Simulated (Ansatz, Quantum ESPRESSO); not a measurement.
# Cl on fcc sites of Ru(0001): the work function of the upper face at a withheld member of a series

**Set-up.** Quantum ESPRESSO 7.5, PBE, GBRV ultrasoft. Slabs of 3 layers, covered on the upper face; adsorbates and the top layer relax in a periodic cell, the rest is held (the clean slab relaxes both outer layers); a run under open boundaries (ESM, bc1) gives both vacuum levels. Cells of one to 9 surface sites carry the coverages, on meshes of like density; cold smearing of 0.02 Ry. The slabs take the lattice constants of the bulk relaxed by the same program. The series steps the coverage.

| coverage | work function of the upper face (eV) |
| --- | --- |
| 0 ML | 4.945 |
| 0.1111 ML | 4.846 |
| 0.1667 ML | 4.833 |
| 0.25 ML | 4.783 |
| 0.3333 ML | 4.882 |
| 0.5 ML | 5.121 |
| 0.6667 ML | 5.109 |
| 0.75 ML | 5.031 |

**Question.** What is the work function of the upper face at 1 ML?

By hand: The rows at 0.6667 ML and 0.75 ML give a slope of (5.031 − (5.109))/(0.75 − (0.6667)) = −0.9364, so a straight line gives 4.797 eV. A parabola through these and the row at 0.5 ML gives 4.509 eV.

**The withheld run.** 5.064 eV. The line misses by −0.267 and the parabola by −0.555 eV. The line does better here.

**Limits.** Thin slabs, one site and one ordered pattern a coverage; no reconstruction or subsurface sites; meshes differ a little between cells.
